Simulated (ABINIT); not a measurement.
# CaC2 (I4/mmm): G0W0 with ABINIT, start to end, part 2 of 3

Aim: the G0W0 gap of CaC2 (I4/mmm) on PBEsol, step by step.

ABINIT 10.8.3; PBEsol and many-body steps on it, plane waves. Known limits of the many-body steps: not at the basis limit; coarse k mesh.

So far. Step 2 (Ground state): The gap is indirect, with the least direct gap 1.06 eV higher.

### 3. Bands along the symmetry lines

Level of this step: DFT, PBEsol, plane waves, norm-conserving pseudopotentials (ABINIT).

The cheap functional maps the bands first; the places of the edges decide which points the dearer methods must see.

run.abi

```
acell 3*1.0 Angstrom
rprim 
  -1.934298599400 1.934298599400 3.202111242500
  1.934298599400 -1.934298599400 3.202111242500
  1.934298599400 1.934298599400 -3.202111242500
ntypat 2
znucl 20 6
natom 3
typat 1 2 2
xred 
  0.000000000000 0.000000000000 0.000000000000
  0.597892720000 0.597892720000 0.000000000000
  0.402107280000 0.402107280000 0.000000000000
pp_dirpath "pseudos"
pseudos "Ca.upf, C.upf"
ecut 37
iscf -2
irdden 1
kptopt 0
nkpt 76
kpt 
  0.00000000 0.00000000 0.00000000
  0.00000000 0.00000000 0.06250000
  0.00000000 0.00000000 0.12500000
  0.00000000 0.00000000 0.18750000
  0.00000000 0.00000000 0.25000000
  0.00000000 0.00000000 0.31250000
  0.00000000 0.00000000 0.37500000
  0.00000000 0.00000000 0.43750000
  0.00000000 0.00000000 0.50000000
  0.03125000 0.03125000 0.46875000
  0.06250000 0.06250000 0.43750000
  0.09375000 0.09375000 0.40625000
  0.12500000 0.12500000 0.37500000
  0.15625000 0.15625000 0.34375000
  0.18750000 0.18750000 0.31250000
  0.21875000 0.21875000 0.28125000
  0.25000000 0.25000000 0.25000000
  0.21875000 0.28125000 0.21875000
  0.18750000 0.31250000 0.18750000
  0.15625000 0.34375000 0.15625000
  0.12500000 0.37500000 0.12500000
  0.09375000 0.40625000 0.09375000
  0.06250000 0.43750000 0.06250000
  0.03125000 0.46875000 0.03125000
  0.00000000 0.50000000 0.00000000
  0.00000000 0.43750000 0.00000000
  0.00000000 0.37500000 0.00000000
  0.00000000 0.31250000 0.00000000
  0.00000000 0.25000000 0.00000000
  0.00000000 0.18750000 0.00000000
  0.00000000 0.12500000 0.00000000
  0.00000000 0.06250000 0.00000000
  0.00000000 0.00000000 0.00000000
  0.06250000 0.06250000 -0.06250000
  0.12500000 0.12500000 -0.12500000
  0.18750000 0.18750000 -0.18750000
  0.25000000 0.25000000 -0.25000000
  0.31250000 0.31250000 -0.31250000
  0.37500000 0.37500000 -0.37500000
  0.43750000 0.43750000 -0.43750000
  0.50000000 0.50000000 -0.50000000
  0.48015313 0.51984687 -0.48015313
  0.46030627 0.53969373 -0.46030627
  0.44045940 0.55954060 -0.44045940
  0.42061254 0.57938746 -0.42061254
  0.40076567 0.59923433 -0.40076567
  0.38091880 0.61908120 -0.38091880
  0.36107194 0.63892806 -0.36107194
  0.34122507 0.65877493 -0.34122507
  -0.34122507 0.34122507 0.34122507
  -0.29857194 0.29857194 0.29857194
  -0.25591880 0.25591880 0.25591880
  -0.21326567 0.21326567 0.21326567
  -0.17061254 0.17061254 0.17061254
  -0.12795940 0.12795940 0.12795940
  -0.08530627 0.08530627 0.08530627
  -0.04265313 0.04265313 0.04265313
  0.00000000 0.00000000 0.00000000
  -0.00000000 0.00000000 0.50000000
  -0.02280627 0.02280627 0.50000000
  -0.04561254 0.04561254 0.50000000
  -0.06841880 0.06841880 0.50000000
  -0.09122507 0.09122507 0.50000000
  -0.11403134 0.11403134 0.50000000
  -0.13683761 0.13683761 0.50000000
  -0.15964387 0.15964387 0.50000000
  -0.18245014 0.18245014 0.50000000
  0.50000000 0.50000000 -0.18245014
  0.50000000 0.50000000 -0.22214387
  0.50000000 0.50000000 -0.26183760
  0.50000000 0.50000000 -0.30153134
  0.50000000 0.50000000 -0.34122507
  0.50000000 0.50000000 -0.38091880
  0.50000000 0.50000000 -0.42061253
  0.50000000 0.50000000 -0.46030627
  0.50000000 0.50000000 -0.50000000
istwfk *1
nband 16
nbdbuf 2
tolwfr 1e-08
nstep 40
prtwf 0
prtvol 0
indata_prefix "in"
outdata_prefix "out"
tmpdata_prefix "tmp"
```

On the command line:

```sh
$ OMP_NUM_THREADS=1 mpirun -n 4 abinit run.abi > log
```

Numbers of over 12 decimals in the logs are rounded to 6 here.

Output:

```text
.Version 10.8.3 of ABINIT. v10.8.2 released Aug 2026.

 Symmetries : space group I4/m m m (#139); Bravais tI (body-center tetrag.)
[... echo of the input left out ...]
== DATASET  1 ==================================================================
-   mpi_nproc: 4, omp_nthreads: 1 (-1 if OMP is not activated)

--- !DatasetInfo
iteration_state: {dtset: 1, }
dimensions: {natom: 3, nkpt: 76, mband: 16, nsppol: 1, nspinor: 1, nspden: 1, mpw: 3508, }
cutoff_energies: {ecut:  37.0, pawecutdg:  -1.0, }
electrons: {nelect:   1.80000000E+01, charge:   0.00000000E+00, occopt:   1.00000000E+00, tsmear:   1.00000000E-02, }

 Real(R)+Recip(G) space primitive vectors, cartesian coordinates (Bohr,Bohr^-1):
 R(1)= -3.6552946  3.6552946  6.0511133  G(1)=  0.0000000  0.1367879  0.0826294
 R(2)=  3.6552946 -3.6552946  6.0511133  G(2)=  0.1367879  0.0000000  0.0826294
 R(3)=  3.6552946  3.6552946 -6.0511133  G(3)=  0.1367879  0.1367879  0.0000000
 Unit cell volume ucvol=  3.2340002E+02 bohr^3
 Angles (23,13,12)=  1.25317110E+02  1.25317110E+02  8.10134475E+01 degrees

 getcut: wavevector=  0.0000  0.0000  0.0000  ngfft=  45  45  45
         ecut(hartree)=     37.000   => boxcut(ratio)=   2.01976

--- Pseudopotential description ------------------------------------------------
- Ca Generated using ONCVPSP code by D. R. Hamann
- 20.00000  10.00000  180301                  znucl, zion, pspdat
12 -116133 2 -1 1746                          pspcod,pspxc,lmax,lloc,mmax
     nproj     2     2     2
  pspatm : epsatm=   12.46101000
         --- l  ekb(1:nproj) -->
             0   10.054847    0.973777
             1    2.998958    0.458102
             2   -3.447298   -1.091650
 pspatm: atomic psp has been read  and splines computed

- C Generated using ONCVPSP code by D. R. Hamann
-  6.00000   4.00000  180301                  znucl, zion, pspdat
12 -116133 1 -1 1248                          pspcod,pspxc,lmax,lloc,mmax
     nproj     2     2     0
  pspatm : epsatm=    4.34909242
         --- l  ekb(1:nproj) -->
[...]
pspatm: atomic psp has been read  and splines computed

--------------------------------------------------------------------------------

================================================================================
 prteigrs : about to open file out_EIG
 Non-SCF case, kpt    1 (  0.00000  0.00000  0.00000), residuals and eigenvalues=
  6.68E-09  5.56E-09  6.60E-09  4.65E-09  7.20E-09  8.13E-09  3.12E-09  3.03E-09
  3.37E-09  4.60E-09  7.97E-09  8.44E-09  2.69E-09  5.41E-09  1.48E-07  1.70E-04
 -1.3107E+00 -6.1560E-01 -6.1560E-01 -6.1132E-01 -3.5808E-01  1.5878E-02
  3.4188E-02  7.9086E-02  7.9086E-02  2.3216E-01  2.3216E-01  2.7401E-01
  3.0502E-01  3.3165E-01  4.5578E-01  4.7733E-01
 Non-SCF case, kpt    2 (  0.00000  0.00000  0.06250), residuals and eigenvalues=
  9.35E-09  3.13E-09  3.44E-09  4.00E-09  6.31E-09  8.60E-09  7.12E-09  3.67E-09
[...]
3.0998E-01  3.3716E-01  4.4853E-01  4.5781E-01
 Non-SCF case, kpt    3 (  0.00000  0.00000  0.12500), residuals and eigenvalues=
[...]
3.1877E-01  3.5584E-01  4.2690E-01  4.5708E-01
[...]
Non-SCF case, kpt   75 (  0.50000  0.50000 -0.46031), residuals and eigenvalues=
[...]
Non-SCF case, kpt   76 (  0.50000  0.50000 -0.50000), residuals and eigenvalues=
[...]
-1.3104E+00 -6.1656E-01 -6.1656E-01 -6.1538E-01 -3.4801E-01 -5.0552E-02
  5.5927E-02  5.5927E-02  1.1568E-01  2.3226E-01  3.3063E-01  3.4687E-01
[...]
--- !ResultsGS
iteration_state: {dtset: 1, }
comment   : Summary of ground state results
lattice_vectors:
- [ -3.6552946,   3.6552946,   6.0511133, ]
- [  3.6552946,  -3.6552946,   6.0511133, ]
- [  3.6552946,   3.6552946,  -6.0511133, ]
lattice_lengths: [   7.95854,    7.95854,    7.95854, ]
lattice_angles: [125.317, 125.317,  81.013, ] # degrees, (23, 13, 12)
lattice_volume:   3.2340002E+02
convergence: {deltae:  0.000E+00, res2:  0.000E+00, residm:  9.988E-09, diffor:  0.000E+00, }
etotal    :  -5.06438902E+01
entropy   :   0.00000000E+00
fermie    :   1.15683255E-01
cartesian_stress_tensor: null
pressure_GPa: null
xred      :
- [  0.0000E+00,   0.0000E+00,   0.0000E+00, Ca]
- [  5.9789E-01,   5.9789E-01,   5.7835E-18,  C]
- [  4.0211E-01,   4.0211E-01,   3.8896E-18,  C]
cartesian_forces: null
force_length_stats: {min: null, max: null, mean: null, }

 Integrated electronic density in atomic spheres:
 ------------------------------------------------
 Atom  Sphere_radius  Integrated_density
[...]
================================================================================

 ----iterations are completed or convergence reached----

 Mean square residual over all n,k,spin=   58.921E-10; max=  99.876E-10
 reduced coordinates (array xred) for    3 atoms
[...]
0.597892720000      0.597892720000      0.000000000000
       0.402107280000      0.402107280000      0.000000000000

 cartesian coordinates (angstrom) at end:
[...]
2      0.000000     0.000000     3.829038
    3      0.000000    -0.000000     2.575184
 length scales=  1.889726125908  1.889726125908  1.889726125908 bohr
              =  1.000000000000  1.000000000000  1.000000000000 angstroms
 prteigrs : about to open file out_EIG
 Eigenvalues (hartree) for nkpt=  76  k points:
 kpt#   1, nband= 16, wtk=  1.00000, kpt=  0.0000  0.0000  0.0000 (reduced coord)
[...]
kpt#   2, nband= 16, wtk=  1.00000, kpt=  0.0000  0.0000  0.0625 (reduced coord)
[...]
kpt#   3, nband= 16, wtk=  1.00000, kpt=  0.0000  0.0000  0.1250 (reduced coord)
[...]
kpt#  75, nband= 16, wtk=  1.00000, kpt=  0.5000  0.5000 -0.4603 (reduced coord)
[...]
kpt#  76, nband= 16, wtk=  1.00000, kpt=  0.5000  0.5000 -0.5000 (reduced coord)
  -1.31037   -0.61656   -0.61656   -0.61538   -0.34801   -0.05055    0.05593    0.05593
   0.11568    0.23226    0.33063    0.34687    0.36144    0.36144    0.39205    0.39206

== END DATASET(S) ==============================================================
================================================================================

 -outvars: echo values of variables after computation  --------
            nband          16
             nkpt          76
          spgroup         139
 [... the other variables as echoed above ...]

 Calculation completed.
```

The job ended after 35 s (4 MPI ranks of Arm Neoverse V1, shared host; peak memory 0.32 GiB).

Numbers from this step:

| Quantity | Value |
| --- | --- |
| gap | 1.202 eV |
| k of the valence top | 0.4375, 0.4375, -0.4375 |
| k of the conduction bottom | 0, 0, 0.5 |
| least direct gap | 2.264 eV |

The gap is 1.202 eV, −0.004 eV from the run before at this level.

Electronic bands along the path, in eV, zero at the top of the highest filled band:

| point | band 6 | band 7 | band 8 | band 9 | band 10 | band 11 | band 12 | band 13 |
| --- | --- | --- | --- | --- | --- | --- | --- | --- |
| Γ | -2.72 | -2.22 | -1.00 | -1.00 | 3.17 | 3.17 | 4.30 | 5.15 |
| halfway | -3.02 | -2.74 | -1.39 | -1.28 | 2.01 | 5.33 | 5.93 | 5.96 |
| X | -3.04 | -2.76 | -1.61 | -1.06 | 1.20 | 5.77 | 6.47 | 7.22 |
| halfway | -3.28 | -2.66 | -1.90 | -0.71 | 1.83 | 4.87 | 6.56 | 7.22 |
| P | -3.48 | -2.35 | -2.35 | -0.40 | 3.24 | 3.24 | 6.73 | 7.22 |
| halfway | -3.94 | -2.31 | -2.13 | -0.60 | 3.84 | 4.01 | 6.68 | 7.12 |
| N | -4.28 | -2.38 | -1.84 | -0.84 | 4.82 | 5.89 | 6.07 | 6.29 |
| halfway | -3.69 | -1.97 | -1.46 | -1.12 | 3.66 | 4.02 | 5.07 | 6.30 |
| Γ | -2.72 | -2.22 | -1.00 | -1.00 | 3.17 | 3.17 | 4.30 | 5.15 |
| halfway | -4.23 | -1.38 | -1.38 | -0.35 | 3.66 | 4.75 | 4.75 | 5.74 |
| M | -4.53 | -1.63 | -1.63 | 0.00 | 3.17 | 5.85 | 6.29 | 6.68 |
| halfway | -4.42 | -2.05 | -1.70 | -0.11 | 3.69 | 6.42 | 6.60 | 6.64 |
| S | -4.10 | -2.77 | -1.83 | -0.41 | 4.88 | 5.44 | 6.13 | 6.83 |
| jump to S0 | -4.10 | -2.77 | -1.83 | -0.41 | 4.88 | 5.44 | 6.13 | 6.83 |
| halfway | -3.10 | -2.94 | -1.58 | -1.18 | 3.46 | 4.01 | 5.78 | 6.74 |
| Γ | -2.72 | -2.22 | -1.00 | -1.00 | 3.17 | 3.17 | 4.30 | 5.15 |
| jump to X | -3.04 | -2.76 | -1.61 | -1.06 | 1.20 | 5.77 | 6.47 | 7.22 |
| halfway | -3.25 | -2.71 | -1.86 | -0.90 | 1.66 | 5.84 | 6.65 | 6.93 |
| R | -3.68 | -2.53 | -2.17 | -0.64 | 2.82 | 6.02 | 6.10 | 6.68 |
| jump to G | -3.68 | -2.53 | -2.17 | -0.64 | 2.82 | 6.02 | 6.10 | 6.68 |
| halfway | -4.31 | -2.07 | -2.01 | -0.20 | 4.17 | 5.57 | 6.29 | 6.46 |
| M | -4.53 | -1.63 | -1.63 | 0.00 | 3.17 | 5.85 | 6.29 | 6.68 |

The electronic bands as a text plot (rows in eV, shown from -8.0 to 5.9 only; labels by their first letter):

```
    5.6 |+ +++  +++        + ++ ++ + ++++ ++   ++  + + +++    +
    5.0 |+++       +      + + +++ +++  +       +++  ++++    ++
    4.4 |++ +       +    +++ ++  ++++         +  ++   ++    +++
    3.8 |  +         +  ++     ++    +++     +    +++
    3.3 |++           ++        +++++   +++++      +++++       ++
    2.7 |  +         +                                     +
    2.1 |   ++      +                                     +
    1.5 |     +++  +                                     +
    1.0 |        ++                                     +
    0.4 |
   -0.2 |            ***               *********            *****
   -0.8 |**      ****   *******   *** *         ***   ******
   -1.4 | *********            ***   *******       ***  *
   -1.9 |          **    ********** *       *******      *** ****
   -2.5 |*****   **************    *          **    *********
   -3.1 |  **********            ** *           ******  **
   -3.7 |            ****      **    **         **        **
   -4.2 |                ******        *********            *****
   -4.8 |
   -5.4 |
   -6.0 |
   -6.6 |
   -7.1 |
   -7.7 |
         Γ       X   P      N      Γ       M  S|S      Γ|XR|G   M
```

### 4. Empty states on the mesh, 4×4×4 mesh, 40 bands

The sums over transitions need many empty states on a uniform mesh; this step solves for them.

run.abi

```
acell 3*1.0 Angstrom
rprim 
  -1.934298599400 1.934298599400 3.202111242500
  1.934298599400 -1.934298599400 3.202111242500
  1.934298599400 1.934298599400 -3.202111242500
ntypat 2
znucl 20 6
natom 3
typat 1 2 2
xred 
  0.000000000000 0.000000000000 0.000000000000
  0.597892720000 0.597892720000 0.000000000000
  0.402107280000 0.402107280000 0.000000000000
pp_dirpath "pseudos"
pseudos "Ca.upf, C.upf"
ecut 37
ngkpt 4 4 4
nshiftk 1
shiftk 0 0 0
kptopt 1
chksymbreak 0
iscf -2
irdden 1
istwfk *1
nband 40
nbdbuf 4
tolwfr 1e-09
nstep 60
prtvol 0
indata_prefix "in"
outdata_prefix "out"
tmpdata_prefix "tmp"
```

Output:

```text
.Version 10.8.3 of ABINIT. v10.8.2 released Aug 2026.

 Symmetries : space group I4/m m m (#139); Bravais tI (body-center tetrag.)
[... echo of the input left out ...]
== DATASET  1 ==================================================================
-   mpi_nproc: 4, omp_nthreads: 1 (-1 if OMP is not activated)

--- !DatasetInfo
iteration_state: {dtset: 1, }
dimensions: {natom: 3, nkpt: 13, mband: 40, nsppol: 1, nspinor: 1, nspden: 1, mpw: 3508, }
cutoff_energies: {ecut:  37.0, pawecutdg:  -1.0, }
electrons: {nelect:   1.80000000E+01, charge:   0.00000000E+00, occopt:   1.00000000E+00, tsmear:   1.00000000E-02, }

 Real(R)+Recip(G) space primitive vectors, cartesian coordinates (Bohr,Bohr^-1):
 R(1)= -3.6552946  3.6552946  6.0511133  G(1)=  0.0000000  0.1367879  0.0826294
 R(2)=  3.6552946 -3.6552946  6.0511133  G(2)=  0.1367879  0.0000000  0.0826294
 R(3)=  3.6552946  3.6552946 -6.0511133  G(3)=  0.1367879  0.1367879  0.0000000
 Unit cell volume ucvol=  3.2340002E+02 bohr^3
 Angles (23,13,12)=  1.25317110E+02  1.25317110E+02  8.10134475E+01 degrees

 getcut: wavevector=  0.0000  0.0000  0.0000  ngfft=  45  45  45
         ecut(hartree)=     37.000   => boxcut(ratio)=   2.01976

--- Pseudopotential description ------------------------------------------------
- Ca Generated using ONCVPSP code by D. R. Hamann
- 20.00000  10.00000  180301                  znucl, zion, pspdat
12 -116133 2 -1 1746                          pspcod,pspxc,lmax,lloc,mmax
     nproj     2     2     2
  pspatm : epsatm=   12.46101000
         --- l  ekb(1:nproj) -->
             0   10.054847    0.973777
             1    2.998958    0.458102
             2   -3.447298   -1.091650
 pspatm: atomic psp has been read  and splines computed

- C Generated using ONCVPSP code by D. R. Hamann
-  6.00000   4.00000  180301                  znucl, zion, pspdat
12 -116133 1 -1 1248                          pspcod,pspxc,lmax,lloc,mmax
     nproj     2     2     0
  pspatm : epsatm=    4.34909242
         --- l  ekb(1:nproj) -->
[...]
pspatm: atomic psp has been read  and splines computed

--------------------------------------------------------------------------------

================================================================================
 prteigrs : about to open file out_EIG
 Non-SCF case, kpt    1 (  0.00000  0.00000  0.00000), residuals and eigenvalues=
  2.43E-10  3.20E-10  6.63E-10  2.99E-10  4.28E-10  6.53E-10  6.21E-10  4.77E-10
  9.26E-10  2.11E-10  5.78E-10  5.09E-10  5.26E-10  3.61E-10  2.21E-10  5.55E-10
  6.23E-10  1.86E-10  7.78E-10  3.24E-10  3.13E-10  7.70E-10  3.32E-10  4.63E-10
[...]
-1.3107E+00 -6.1560E-01 -6.1560E-01 -6.1132E-01 -3.5808E-01  1.5878E-02
  3.4188E-02  7.9086E-02  7.9086E-02  2.3216E-01  2.3216E-01  2.7401E-01
  3.0502E-01  3.3165E-01  4.5578E-01  4.5578E-01  4.7807E-01  5.1260E-01
  5.8520E-01  6.8268E-01  7.4220E-01  7.4220E-01  8.1304E-01  8.2179E-01
  8.8252E-01  8.8252E-01  1.0124E+00  1.0242E+00  1.0242E+00  1.0529E+00
  1.0949E+00  1.1485E+00  1.1485E+00  1.1737E+00  1.2393E+00  1.3394E+00
  1.3564E+00  1.3564E+00  1.3865E+00  1.5203E+00
 prteigrs : prtvol=0 or 1, do not print more k-points.

--- !ResultsGS
iteration_state: {dtset: 1, }
comment   : Summary of ground state results
lattice_vectors:
- [ -3.6552946,   3.6552946,   6.0511133, ]
- [  3.6552946,  -3.6552946,   6.0511133, ]
- [  3.6552946,   3.6552946,  -6.0511133, ]
lattice_lengths: [   7.95854,    7.95854,    7.95854, ]
lattice_angles: [125.317, 125.317,  81.013, ] # degrees, (23, 13, 12)
lattice_volume:   3.2340002E+02
convergence: {deltae:  0.000E+00, res2:  0.000E+00, residm:  9.979E-10, diffor:  0.000E+00, }
etotal    :  -5.06438902E+01
entropy   :   0.00000000E+00
fermie    :   1.15683255E-01
cartesian_stress_tensor: null
pressure_GPa: null
xred      :
- [  0.0000E+00,   0.0000E+00,   0.0000E+00, Ca]
- [  5.9789E-01,   5.9789E-01,   5.7835E-18,  C]
- [  4.0211E-01,   4.0211E-01,   3.8896E-18,  C]
cartesian_forces: null
force_length_stats: {min: null, max: null, mean: null, }

 Integrated electronic density in atomic spheres:
 ------------------------------------------------
 Atom  Sphere_radius  Integrated_density
[...]
================================================================================

 ----iterations are completed or convergence reached----

 Mean square residual over all n,k,spin=   46.127E-11; max=  99.788E-11
 reduced coordinates (array xred) for    3 atoms
[...]
0.597892720000      0.597892720000      0.000000000000
       0.402107280000      0.402107280000      0.000000000000

 cartesian coordinates (angstrom) at end:
    1      0.000000     0.000000     0.000000
    2      0.000000     0.000000     3.829038
    3      0.000000    -0.000000     2.575184
 length scales=  1.889726125908  1.889726125908  1.889726125908 bohr
              =  1.000000000000  1.000000000000  1.000000000000 angstroms
 prteigrs : about to open file out_EIG
 Eigenvalues (hartree) for nkpt=  13  k points:
 kpt#   1, nband= 40, wtk=  0.01563, kpt=  0.0000  0.0000  0.0000 (reduced coord)
[...]
0.88252    0.88252    1.01241    1.02422    1.02422    1.05293    1.09493    1.14851
   1.14851    1.17374    1.23931    1.33943    1.35643    1.35643    1.38649    1.52033
 prteigrs : prtvol=0 or 1, do not print more k-points.

== END DATASET(S) ==============================================================
================================================================================

 -outvars: echo values of variables after computation  --------
            nband          40
             nkpt          13
          spgroup         139
 [... the other variables as echoed above ...]

 Calculation completed.
```

Wall time 14 s (4 MPI ranks); peak memory 0.28 GiB.

This step gave:

```
gap                                                           : 1.205 eV
k of the valence top                                          : 0.5, 0.5, 0.5
k of the conduction bottom                                    : 0.5, 0.5, 0
least direct gap                                              : 2.264 eV
k points computed                                             : 13
lowest point of the top converged band, above the valence top : 29.93 eV
```

On this mesh the gap is 1.205 eV.

(Continued in part 3 of 3.)

[Paths, hosts, dates, memory and timing lines, banners, echoed tables and standing remarks are left out of the program output.]

[Logs are printed without paths, hosts, clocks, repeated set-up lines and the standing remarks that a program may print on its own settings, such as how far it seeks lower states.]

[Runs of the session that timed out or met a known fault of the program may be left out.]

[Hosts, paths, dates, database ids (printed as entryN), source tags and the programs' standing remarks are cut or masked in the printed files.]

[G0W0 gaps are taken among the corrected bands and points alone; a level outside them can change the order at an edge.]

[Where Ansatz stands beside ABINIT at settings called matched, ABINIT's density can come from a denser mesh and the files from another edition; pairs whose starting gaps differed by over 0.03 eV were left out, so agreement reads better than it is.]
